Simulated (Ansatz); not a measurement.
# Cl-GaAs-Cl chair monolayer in a perpendicular field, part 2 of 2

Aim: how the Cl-GaAs-Cl chair monolayer screens a field along its normal, and what the field does to its bands. A positive field points along +c.

Ansatz 0.2.0; plane-wave DFT, PBE-D3(BJ), Ansatz PAW (the session's first sound run).

So far, gap along the path (eV): step 3 (atoms held, field 0) 0.941; step 5 (field -0.03 V/Å) 0.940; step 6 (field 0.15 V/Å) 0.945; step 7 (field 0.25 V/Å) 0.948; step 8 (field -0.25 V/Å) 0.932.

### Step 10. With spin-orbit coupling

This step: plane-wave DFT, PBE, fully relativistic PAW with spin-orbit coupling (Ansatz 0.2.0).

Heavy atoms split their bands by spin-orbit coupling, so this run uses fully relativistic files and two-component states.

Input file input.yaml:

```yaml
crystal:
  lattice:
    - [4.1167219837, 0.0, 0.0]
    - [-2.0583609918, 3.5651858182, 0.0]
    - [0.0, 0.0, 23.0802838481]
  atoms:
    - { symbol: Cl, position: [0.6666666667, 0.3333333333, 0.3899432112] }
    - { symbol: As, position: [0.6666666667, 0.3333333333, 0.4847529306] }
    - { symbol: Ga, position: [0.3333333333, 0.6666666667, 0.5166289364] }
    - { symbol: Cl, position: [0.3333333333, 0.6666666667, 0.6100567888] }
kpoints:
  mp_grid: { grid: [12, 12, 1] }
  band_path:
    path: [[0, 0, 0], [0.5, 0, 0], [0.33333333, 0.33333333, 0], [0, 0, 0]]
    npoints: 16
hamiltonian:
  xc: pbe
  pseudopotentials: { kind: paw_fr }
magnetization:
  noncollinear: true
  spin_orbit: true
scf:
  occupations: { method: fermi_dirac, width: 0.05 }
  convergence: { dr2_threshold: 1.0e-09 }
efield:
  axis: 3
  dipole_correction: true
  ramp_position: 0.97
  ramp_width: 0.06
  amplitude: 0
output:
  write_potential: true
  write_density: true
  volumetric_format: npy
```

Command:

```bash
$ ansatz run input.yaml --threads 2 --pin off --max-ram 3072MiB --backend cpu --events-out ev --progress --plain --runs-dir out
```

The job ended after 7.1 min (2 threads of Arm Neoverse N1, shared host; peak memory 1.5 GiB).

Numbers from this step:

* dipole along the normal: -0.07625 e·Å
* gap along the path: 0.8501 eV
* smallest direct gap along the path: 0.8501 eV
* step between the vacuum levels: 0.9401 eV
* ionisation energy, upper face: 6.887 eV
* electron affinity, upper face: 6.037 eV
* ionisation energy, lower face: 5.947 eV
* gap, the smaller of path and mesh: 0.8501 eV

The electronic bands at the labelled points (eV, zero at the Fermi level of the run, which the smearing sets inside the gap):

```csv
point,band 39,band 40,band 41,band 42,band 43,band 44,band 45,band 46
Γ,-0.62,-0.62,-0.43,-0.43,0.42,0.42,1.55,1.55
halfway,-2.02,-2.01,-0.95,-0.95,1.83,1.85,2.02,2.02
M,-2.30,-2.30,-1.21,-1.21,1.57,1.57,2.33,2.33
halfway,-2.43,-2.36,-1.62,-1.61,2.28,2.31,3.00,3.07
K,-2.41,-2.35,-1.89,-1.89,2.38,2.40,4.12,4.23
halfway,-2.01,-1.99,-1.26,-1.24,1.99,2.00,2.84,2.92
Γ,-0.62,-0.62,-0.43,-0.43,0.42,0.42,1.55,1.55
```

The gap is 0.85 eV, with the valence edge 6.89 eV and the conduction edge 6.04 eV under the upper vacuum level.

### Step 11. With spin-orbit coupling, field 0.1 V/Å

The same in a field along the normal.

input.yaml: that of step 10 with these lines changed.

```diff
@@ -12,5 +12,3 @@
   mp_grid: { grid: [12, 12, 1] }
-  band_path:
-    path: [[0, 0, 0], [0.5, 0, 0], [0.33333333, 0.33333333, 0], [0, 0, 0]]
-    npoints: 16
+  band_path: { path: [[0, 0, 0], [0.12, 0, 0]], npoints: 24 }
 hamiltonian:
@@ -29,3 +27,3 @@
   ramp_width: 0.06
-  amplitude: 0
+  amplitude: 0.1
 output:
```

Run time: 5.4 min. Hardware: 2 threads; peak memory 1.5 GiB.

This step gave:

| Item | Value |
| --- | --- |
| dipole along the normal | -0.02945 e·Å |
| gap along the path | 0.8530 eV |
| smallest direct gap along the path | 0.8530 eV |
| gap, the smaller of path and mesh | 0.8530 eV |

The dipole is -0.0295 e·Å, and the gap 0.853 eV.

### Step 12. Spin splitting near the zone centre

This step: plane-wave DFT, PBE, fully relativistic PAW with spin-orbit coupling; spin splitting near the zone centre (Ansatz 0.2.0).

Levels that meet at the zone centre are followed outwards; a split that grows in proportion to k gives the Rashba parameter as ΔE/2k.

Numbers from this step:

| Property | Result |
| --- | --- |
| largest split over 2k that stays linear in k | 0.1456 eV Å |

Groups of levels that meet at the zone centre and whose split, tested at two k, grows in proportion to k or stays under 1 meV; groups that fail this test are left out. Spin splitting, by row:

```csv
level at the first point (eV from the Fermi level),states,split at k = 0.026 1/A (eV),split over 2k (eV Å)
-1.968,2,0.0011,0.02081
-1.874,2,0,0
-0.6184,2,0.0042,0.07944
0.4197,2,0.0077,0.1456
1.538,2,0.0014,0.02648
```

### Step 13. Varying the input: scf.mixing.preconditioner = "ldos"

This step: plane-wave DFT, PBE-D3(BJ), Ansatz PAW (Ansatz 0.2.0).

A run with a changed input: it repeats the earlier run at 0.03 V/Å with scf.mixing.preconditioner to ldos.

input.yaml, the sections that differ from step 11:

```yaml
kpoints:
  mp_grid: { grid: [12, 12, 1] }
  band_path:
    path: [[0, 0, 0], [0.5, 0, 0], [0.33333333, 0.33333333, 0], [0, 0, 0]]
    npoints: 16
hamiltonian:
  xc: pbe
  dispersion: d3bj
scf:
  occupations: { method: fermi_dirac, width: 0.05 }
  convergence: { dr2_threshold: 1.0e-10 }
  mixing: { preconditioner: ldos }
efield:
  axis: 3
  dipole_correction: true
  ramp_position: 0.97
  ramp_width: 0.06
  amplitude: 0.03
# crystal, output: as in step 11
# magnetization: removed
```

Elapsed: 82 s, on 2 threads; peak memory 0.57 GiB; 77 s of CPU time.

Numbers from this step:

| Quantity | Value |
| --- | --- |
| dipole along the normal | -0.06236 e·Å |
| gap along the path | 0.9421 eV |
| smallest direct gap along the path | 0.9421 eV |
| gap, the smaller of path and mesh | 0.9421 eV |

Electronic bands along the path, in eV, zero at the Fermi level of the run, which the smearing sets inside the gap:

```
  point  band 18  band 19  band 20  band 21  band 22  band 23  band 24  band 25
      Γ    -1.92    -1.92    -0.50    -0.50     0.44     1.56     4.16     4.16
halfway    -2.50    -2.11    -2.00    -0.92     1.86     2.04     4.71     5.62
      M    -2.81    -2.50    -2.28    -1.19     1.59     2.35     4.39     6.88
halfway    -2.83    -2.48    -2.37    -1.59     2.32     3.05     4.54     6.00
      K    -2.89    -2.51    -2.35    -1.86     2.41     4.20     5.44     5.58
halfway    -2.48    -2.40    -1.97    -1.23     2.02     2.90     4.15     5.30
      Γ    -1.92    -1.92    -0.50    -0.50     0.44     1.56     4.16     4.16
```

```
                               quantity  this run  earlier run  difference
          dipole along the normal (e·Å)  -0.06236     -0.06236      4.9e-6
                gap along the path (eV)    0.9421       0.9421           0
smallest direct gap along the path (eV)    0.9421       0.9421           0
```

Nothing in the table moves by 0.01 in its unit (for the dipole 0.5 % and 5e-5 e·Å). The run took 15 SCF cycles against 13.

The path shows a direct gap of 0.94 eV (valence top at Γ, conduction bottom at Γ).

### Step 14. Results

| Quantity | Value |
| --- | --- |
| gap without field | 0.941 eV |
| ionisation energy, upper face | 6.98 eV |
| electron affinity, upper face | 6.04 eV |
| step between the vacuum levels | 0.942 eV |
| equivalent conductor thickness, atoms held | 5.77 Å |
| largest split over 2k that stays linear in k at 0.1 V/Å | 0.146 eV Å |

What this shows: The induced dipole equals that of a perfect conductor 5.77 Å thick, while the outer atoms lie 5.08 Å apart; an out-of-plane ε follows only once a thickness t is chosen, by 1 − 1/ε = 5.77 Å / t. The two faces differ: the vacuum level above lies 0.94 eV higher than the one below. The gap stays within 0.01 eV of 0.94 eV over the fields run, up to 0.25 V/Å in size. Semilocal functionals give gaps that are too small, and excitons are not included. The field series itself is without spin-orbit coupling.

[Logs are printed without paths, hosts, clocks, repeated set-up lines and the standing remarks that a program may print on its own settings, such as how far it seeks lower states.]

[Hosts, paths, dates, database ids (printed as entryN), source tags and the programs' standing remarks are cut or masked in the printed files.]

[Maps of the electrostatic potential energy from Ansatz leave out the sawtooth potential of an applied field or a dipole correction, so their vacuum need not be flat; planar profiles and work functions include it.]
